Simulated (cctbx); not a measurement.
## Y2Ge2S7 across an absorption edge

Space group Fd-3m (no. 227, origin choice 1), a = 12.5070 Å, b = 12.5070 Å, c = 12.5070 Å, α = 90.00°, β = 90.00°, γ = 90.00°.

| atom | mult. | x | y | z | Ueq (Å²) |
| --- | --- | --- | --- | --- | --- |
| Y1 | 16 | 3/8 | 5/8 | 3/8 | 0.0049 |
| Ge1 | 16 | 3/8 | 1/8 | 3/8 | 0.0043 |
| S1 | 8 | 1/4 | 3/4 | 1/4 | 0.0062 |
| S2 | 48 | 1/4 | 1/4 | 0.0468 | 0.0057 |

The model was made for the exercise: a known structure type with other elements put in, its volume estimated, not relaxed; displacement parameters are assumed.

Calculated with cctbx: free-atom f′ and f″ from the Sasaki tables, no fine structure; amplitudes in electrons.

| E (eV) | F 4 4 4 | F 1 3 1 | F 3 1 3 | F 4 4 0 |
| --- | --- | --- | --- | --- |
| 16438 | 494.8 | 83.6 | 252.4 | 1179.7 |
| 16788 | 483.1 | 90.0 | 245.7 | 1167.6 |
| 16918 | 472.4 | 95.6 | 240.1 | 1156.7 |
| 16978 | 462.0 | 101.0 | 234.7 | 1146.2 |
| 17008 | 451.6 | 106.3 | 229.3 | 1135.6 |
| 17023 | 441.5 | 111.5 | 224.1 | 1125.3 |
| 17030 | 432.7 | 116.0 | 219.6 | 1116.4 |
| 17034 | 423.8 | 120.5 | 215.1 | 1107.4 |
| 17042 | 416.8 | 128.0 | 208.4 | 1096.2 |
| 17046 | 433.6 | 119.3 | 217.1 | 1113.4 |
| 17053 | 445.2 | 113.3 | 223.1 | 1125.4 |
| 17068 | 457.1 | 107.1 | 229.2 | 1137.6 |
| 17098 | 468.6 | 101.2 | 235.1 | 1149.3 |
| 17188 | 483.7 | 93.4 | 242.8 | 1164.8 |
| 17438 | 499.8 | 85.3 | 250.8 | 1181.2 |

**Question.** Which edge is crossed, and why do the reflections move as they do?

The K edge of Y. The edge is at 17038 eV. f′ of Y falls from -4.4 e at 16918 eV to -7.6 e at 4 eV below it, and f″ steps from 0.53 to 3.75 e across it. Over that approach |F| changes by -10 % (4 4 4), +26 % (1 3 1), -10 % (3 1 3) and -4 % (4 4 0): a reflection falls where Y scatters in phase with the total and rises where it scatters against it; it hardly moves where the Y term is small or cancels by symmetry. Above the edge the larger f″ enters the imaginary part, where it can add to or cancel the other atoms' f″. The structure is centrosymmetric, so Friedel mates stay equal.
